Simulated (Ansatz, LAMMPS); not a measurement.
# Forces and charges in glassy 46SiO2-16Al2O3-16BaO-16Li2O-5Sc2O3 (mol %) (121 atoms), part 2 of 2

Aim: energy, forces, charges and density of states of glassy 46SiO2-16Al2O3-16BaO-16Li2O-5Sc2O3 (mol %) (121 atoms) at a fixed geometry.

Ansatz 0.2.0; Kohn-Sham DFT, PBE, PAW (set soft_2), plane waves.

The cell: 17 Si, 12 Al, 6 Ba, 12 Li, 4 Sc and 70 O. The quench rate of 300 K/ps is many orders above laboratory rates. The starting topology of bonds comes from the classical model. Only the Γ point is sampled, in a cell whose shortest periodic width is 12 Å. The levels lack spin–orbit coupling.

So far: Set-up; How the cell was made; Plane-wave single point.

### Step 3. Plane-wave single point (continued)

Valence density in the ac plane at fractional y = 0.467, with atoms of Si and Al and Ba and Li and O within 0.2 Å of it. It is the smooth field of the valence electrons, not physical close to the nuclei.

Values in e/Å³, 13 rows by 16 columns, each cell a mean:
```
0.3 0.2 0.6 0.5 0.3 0.8 0.4 0.1 0.1 0.3 1.9 1.2 0.1 0.1 1.3 1.6
0.4 0.6 0.2 0.1 0.4 3.3 1.7 0.1 0.1 0.2 0.8 0.5 0.1 0.1 0.3 0.2
0.4 0.6 0.3 1.5 0.5 0.4 0.2 0.1 0.1 0.1 0.1 0.0 0.1 1.1 1.7 0.4
0.1 0.1 0.1 1.6 0.4 0.1 0.1 0.0 0.1 0.1 0.0 0.0 0.1 0.8 1.0 0.2
0.0 0.0 0.1 0.1 0.1 0.1 0.2 0.1 0.1 0.0 0.0 0.0 0.0 0.1 0.1 0.0
1.7 1.4 0.2 0.6 0.3 0.1 0.2 0.3 0.2 0.0 0.0 0.0 0.1 0.6 1.3 0.3
0.4 0.4 0.3 1.0 0.4 0.1 0.1 0.1 0.1 0.1 0.2 0.3 0.3 2.0 4.6 0.8
0.1 0.1 0.1 0.2 0.1 0.1 0.0 0.0 0.0 0.2 2.4 3.1 0.5 0.3 0.4 0.1
0.2 0.1 0.7 1.9 0.5 0.1 0.2 0.9 0.6 0.2 0.9 1.1 0.2 0.1 0.1 0.3
0.8 0.2 1.4 3.9 0.9 0.1 0.7 4.7 2.9 0.3 0.2 0.3 0.1 0.1 1.2 3.4
0.3 0.1 0.2 0.3 0.1 0.1 0.2 0.7 0.5 0.2 0.6 1.8 0.6 0.1 0.7 1.4
0.1 0.3 1.0 0.9 0.3 0.0 0.3 2.2 0.1 0.0 0.2 0.6 0.3 0.1 0.2 0.2
0.2 0.6 1.1 1.1 0.5 0.1 0.1 0.4 0.1 0.1 0.2 0.2 0.1 0.2 1.6 1.7
```
Columns run along a (11.5 Å), rows up along c (11.5 Å). Atoms in or near the plane, at fractional coordinates: Si at (0.97, 0.86), Al at (0.86, 0.13), Ba at (0.17, 0.04), Li at (0.22, 0.76), O at (0.89, 0.50), O at (0.48, 0.26).

Mean Löwdin charges: Al +1.25, Ba +1.89, Li +0.78, O -0.89, Sc +1.32, Si +1.67 e (they miss 1.1 % of the electrons, so they add up to more than the cell's charge). The largest share in the top eV of filled states is O p (98 % of the projected weight), and in the lowest eV of empty states Sc d (73 % of the projected weight).

### Step 4. Structure statistics

These statistics describe the geometry on which the runs were made.

Density 3.26 g/cm³, 12.67 Å³ an atom.

g(r), total and by pair (bins of 0.2 Å):

| r (Å) | total | O-O | O-Si | O-Al | O-Li | O-Ba | O-Sc |
| --- | --- | --- | --- | --- | --- | --- | --- |
| 1.50 | 0.97 | 0.00 | 6.00 | 0.00 | 0.00 | 0.00 | 0.00 |
| 1.70 | 2.18 | 0.00 | 7.50 | 8.36 | 0.00 | 0.00 | 0.00 |
| 1.90 | 0.69 | 0.00 | 0.00 | 2.98 | 3.06 | 0.00 | 0.00 |
| 2.10 | 0.79 | 0.00 | 0.00 | 0.00 | 3.90 | 0.00 | 9.04 |
| 2.30 | 0.08 | 0.00 | 0.00 | 0.13 | 0.13 | 0.00 | 0.86 |
| 2.50 | 0.67 | 1.72 | 0.00 | 0.00 | 0.35 | 0.00 | 0.33 |
| 2.70 | 1.41 | 3.11 | 0.07 | 0.10 | 0.60 | 2.73 | 0.29 |
| 2.90 | 1.19 | 1.95 | 0.00 | 0.42 | 0.53 | 2.94 | 0.26 |
| 3.10 | 1.40 | 1.54 | 0.37 | 0.83 | 1.12 | 1.06 | 0.22 |
| 3.30 | 0.98 | 0.59 | 0.98 | 1.20 | 0.73 | 0.66 | 0.99 |
| 3.50 | 1.01 | 0.77 | 1.18 | 1.14 | 1.00 | 1.20 | 0.70 |
| 3.70 | 0.94 | 0.64 | 1.65 | 0.96 | 0.85 | 0.63 | 0.81 |
| 3.90 | 0.97 | 0.66 | 1.31 | 1.00 | 1.15 | 0.75 | 1.86 |
| 4.10 | 1.02 | 0.61 | 1.71 | 1.33 | 1.46 | 0.61 | 1.94 |
| 4.30 | 1.00 | 0.67 | 1.23 | 1.96 | 1.21 | 1.10 | 1.07 |
| 4.50 | 0.92 | 0.71 | 0.96 | 1.41 | 1.04 | 0.94 | 1.40 |
| 4.70 | 0.99 | 1.12 | 0.72 | 0.79 | 0.86 | 1.57 | 1.68 |
| 4.90 | 1.06 | 1.37 | 0.58 | 0.73 | 0.94 | 1.21 | 1.00 |
| 5.10 | 1.12 | 1.48 | 0.87 | 0.72 | 0.72 | 1.50 | 1.09 |
| 5.30 | 0.90 | 1.27 | 0.78 | 0.52 | 0.67 | 0.98 | 0.55 |
| 5.50 | 0.93 | 1.04 | 0.86 | 0.77 | 1.04 | 1.11 | 0.21 |
| 5.70 | 0.97 | 0.99 | 1.03 | 0.85 | 1.05 | 0.62 | 0.87 |

Bonds by pair of elements; cutoffs follow the first minimum of g(r), held within bounds set by covalent radii, and pairs that aren't listed don't count as bonded:

| pair A-B | cutoff (Å) | bonds | mean length (Å) | spread (Å) | shortest (Å) | B about A | A about B |
| --- | --- | --- | --- | --- | --- | --- | --- |
| O-Si | 2.08 | 68 | 1.61 | 0.032 | 1.55 | 0.971 | 4 |
| O-Al | 2.19 | 49 | 1.77 | 0.059 | 1.69 | 0.7 | 4.08 |
| O-Li | 2.33 | 39 | 2.02 | 0.067 | 1.9 | 0.557 | 3.25 |
| O-Ba | 3.29 | 40 | 2.89 | 0.165 | 2.66 | 0.571 | 6.67 |
| O-Sc | 2.76 | 22 | 2.15 | 0.173 | 2.02 | 0.314 | 5.5 |

How many atoms have how many bonded neighbours:

| element | mean | 2 | 3 | 4 | 5 | 6 | 7 | 8 |
| --- | --- | --- | --- | --- | --- | --- | --- | --- |
| Al | 4.08 | 0 | 0 | 11 | 1 | 0 | 0 | 0 |
| Ba | 6.67 | 0 | 0 | 0 | 1 | 2 | 1 | 2 |
| Li | 3.25 | 1 | 7 | 4 | 0 | 0 | 0 | 0 |
| O | 3.11 | 11 | 41 | 17 | 1 | 0 | 0 | 0 |
| Sc | 5.5 | 0 | 0 | 0 | 2 | 2 | 0 | 0 |
| Si | 4 | 0 | 0 | 17 | 0 | 0 | 0 | 0 |

Bond angles, per cent of each kind in bins of 5°:

| angle (°) | O-Ba-O | O-Si-O | O-Al-O | O-Sc-O | O-Li-O |
| --- | --- | --- | --- | --- | --- |
| 45–50 | 1.7 | 0.0 | 0.0 | 0.0 | 0.0 |
| 50–55 | 6.0 | 0.0 | 0.0 | 0.0 | 0.0 |
| 55–60 | 6.8 | 0.0 | 0.0 | 0.0 | 0.0 |
| 60–65 | 3.4 | 0.0 | 0.0 | 2.0 | 0.0 |
| 65–70 | 7.7 | 0.0 | 0.0 | 0.0 | 0.0 |
| 70–75 | 4.3 | 0.0 | 0.0 | 2.0 | 0.0 |
| 75–80 | 5.1 | 0.0 | 0.0 | 8.0 | 2.2 |
| 80–85 | 5.1 | 0.0 | 1.3 | 8.0 | 4.3 |
| 85–90 | 4.3 | 0.0 | 2.6 | 20.0 | 4.3 |
| 90–95 | 5.1 | 0.0 | 5.3 | 14.0 | 6.5 |
| 95–100 | 6.8 | 2.0 | 11.8 | 10.0 | 13.0 |
| 100–105 | 4.3 | 17.6 | 26.3 | 2.0 | 13.0 |
| 105–110 | 5.1 | 36.3 | 15.8 | 6.0 | 8.7 |
| 110–115 | 1.7 | 30.4 | 14.5 | 0.0 | 6.5 |
| 115–120 | 6.0 | 9.8 | 10.5 | 2.0 | 6.5 |
| 120–125 | 3.4 | 3.9 | 2.6 | 4.0 | 10.9 |
| 125–130 | 6.0 | 0.0 | 2.6 | 0.0 | 6.5 |
| 130–135 | 2.6 | 0.0 | 1.3 | 4.0 | 2.2 |
| 135–140 | 2.6 | 0.0 | 1.3 | 4.0 | 6.5 |
| 140–145 | 2.6 | 0.0 | 1.3 | 2.0 | 4.3 |
| 145–150 | 3.4 | 0.0 | 1.3 | 0.0 | 2.2 |
| 150–155 | 1.7 | 0.0 | 0.0 | 0.0 | 2.2 |
| 155–160 | 0.9 | 0.0 | 0.0 | 0.0 | 0.0 |
| 160–165 | 3.4 | 0.0 | 0.0 | 0.0 | 0.0 |
| 165–170 | 0.0 | 0.0 | 1.3 | 2.0 | 0.0 |
| 170–175 | 0.0 | 0.0 | 0.0 | 10.0 | 0.0 |

Bond angles (no mean is given where the spread exceeds 20°):

| angle | count | mean (°) | spread (°) |
| --- | --- | --- | --- |
| O-Ba-O | 117 | - | - |
| O-Si-O | 102 | 109 | 4.9 |
| O-Al-O | 76 | 109 | 13.6 |
| O-Sc-O | 50 | - | - |
| O-Li-O | 46 | 112 | 18.4 |

Oxygen atoms by the number of network formers (Si, P, Ge, B, Al, As, Ga) bound to them:

| network formers bound to O | O atoms | per cent |
| --- | --- | --- |
| 0 | 0 | 0 |
| 1 | 25 | 35.7 |
| 2 | 43 | 61.4 |
| 3 | 2 | 2.9 |

Network units: each former by its oxygen neighbours and how many of them bridge to another former:

| former | O neighbours | bridging O | atoms |
| --- | --- | --- | --- |
| Si | 4 | 1 | 1 |
| Si | 4 | 2 | 5 |
| Si | 4 | 3 | 9 |
| Si | 4 | 4 | 2 |
| Al | 4 | 3 | 3 |
| Al | 4 | 4 | 8 |
| Al | 5 | 5 | 1 |

Bond length by coordination (bonds to H left out):

| element | coordination | atoms | mean bond length (Å) |
| --- | --- | --- | --- |
| Al | 4 | 11 | 1.76 |
| Al | 5 | 1 | 1.90 |
| Ba | 5 | 1 | 2.81 |
| Ba | 6 | 2 | 2.87 |
| Ba | 7 | 1 | 2.79 |
| Ba | 8 | 2 | 2.98 |
| Li | 2 | 1 | 1.93 |
| Li | 3 | 7 | 2.02 |
| Li | 4 | 4 | 2.04 |
| O | 2 | 11 | 1.69 |
| O | 3 | 41 | 2.00 |
| O | 4 | 17 | 2.12 |
| O | 5 | 1 | 2.14 |
| Sc | 5 | 2 | 2.14 |
| Sc | 6 | 2 | 2.17 |

Rings of the network by King's shortest-path rule, up to 12 atoms, one path for each pair of neighbours; H, halogens, alkali and alkaline-earth atoms are left out, and the last column divides by all other atoms, bonded or not:

| ring size (atoms) | rings | per network atom |
| --- | --- | --- |
| 4 | 2 | 0.019 |
| 6 | 11 | 0.107 |
| 8 | 21 | 0.204 |
| 10 | 21 | 0.204 |
| 12 | 21 | 0.204 |

For some of the pairs, g(r) has its first main peak near 2.7 Å (O-O), 1.6 Å (O-Si), 1.8 Å (O-Al), 2.0 Å (O-Li), 2.8 Å (O-Ba) and 2.1 Å (O-Sc). With the cutoffs above, 92 % of Al atoms have 4, 33 % of Ba atoms have 6 and as many 8, 58 % of Li atoms have 3 and 59 % of O atoms have 3 bonded neighbours. Counting bonds to Si and Al alone, not to Sc, 61 % of the oxygens join two of these atoms and 36 % one; 3 % join three. The commonest Si unit has 4 oxygens, 3 of them shared with other formers (9 of 17 atoms). Rings of 8, 10 and 12 atoms are the most common (28 % each of those counted); sizes run from 4 to 12, where the search stops.

Local excerpt of 10 atoms (numbers count through the whole input) about O72, which has 2 bonded neighbours where the commonest count for O is 3; x, y, z are measured from there.

| atom | x | y | z | distance (Å) | bonds | Löwdin charge (e) | Fx | Fy | Fz (eV/Å) |
| --- | --- | --- | --- | --- | --- | --- | --- | --- | --- |
| O72 | 0.00 | 0.00 | 0.00 | 0.00 | 2 | -0.85 | 0.24 | -1.23 | 0.48 |
| Si6 | 0.45 | 1.22 | -0.93 | 1.60 | 4 | 1.69 | -0.21 | -0.17 | -0.07 |
| Al22 | -1.80 | -0.02 | 0.22 | 1.82 | 4 | 1.29 | 1.60 | 0.62 | -0.66 |
| O87 | -0.35 | 0.88 | -2.29 | 2.48 | 2 | -0.80 | 0.39 | 0.10 | -0.20 |
| O70 | -1.61 | 0.09 | 1.98 | 2.55 | 4 | -0.89 | -1.59 | 0.26 | 0.62 |
| O89 | 0.02 | 2.56 | -0.28 | 2.57 | 2 | -0.79 | -0.40 | 2.53 | 1.12 |
| Si4 | -0.15 | 0.06 | 2.65 | 2.66 | 4 | 1.70 | 1.44 | -0.28 | 0.31 |
| O91 | 2.05 | 1.15 | -1.30 | 2.68 | 3 | -0.82 | 0.91 | -0.87 | 0.14 |
| O67 | -2.29 | -1.50 | -0.48 | 2.78 | 3 | -0.92 | -2.04 | 0.28 | -0.16 |
| O63 | 0.94 | 1.24 | 2.32 | 2.79 | 3 | -0.79 | -0.56 | 0.95 | 0.03 |

The column of bonds counts only the pairs O-Si within 2.08 Å, O-Al within 2.19 Å, O-Li within 2.33 Å, O-Ba within 3.29 Å, O-Sc within 2.76 Å; other neighbours, such as metal atoms beside each other in a compound, aren't counted, and periodic images can show an atom twice.

### Step 5. Summary of results

- free energy per atom: -858.1243 eV/atom
- pressure: 5.577 GPa
- r.m.s. force component: 0.8993 eV/Å
- gap (highest filled to lowest empty level): 3.503 eV
- wall time of the 1 DFT run: 53 s

**Reading.** Between filled and empty levels lie 3.50 eV (at Γ alone); a semilocal functional tends to put such gaps too low. In a disordered cell it changes from sample to sample, and tail or defect levels can set it. With the cutoffs above, 92 % of Al atoms have 4, 33 % of Ba atoms have 6 and as many 8, 58 % of Li atoms have 3 and 59 % of O atoms have 3 bonded neighbours.

**Limits.** The geometry was minimised with a classical potential after classical dynamics and isn't relaxed at this level: its force components are 0.90 eV/Å r.m.s. The pressure of 5.6 GPa belongs to a cell and atoms that aren't relaxed at this level.

[Logs are printed without paths, hosts, clocks, repeated set-up lines and the standing remarks that a program may print on its own settings, such as how far it seeks lower states.]

[Hosts, paths, dates, database ids (printed as entryN), source tags and the programs' standing remarks are cut or masked in the printed files.]
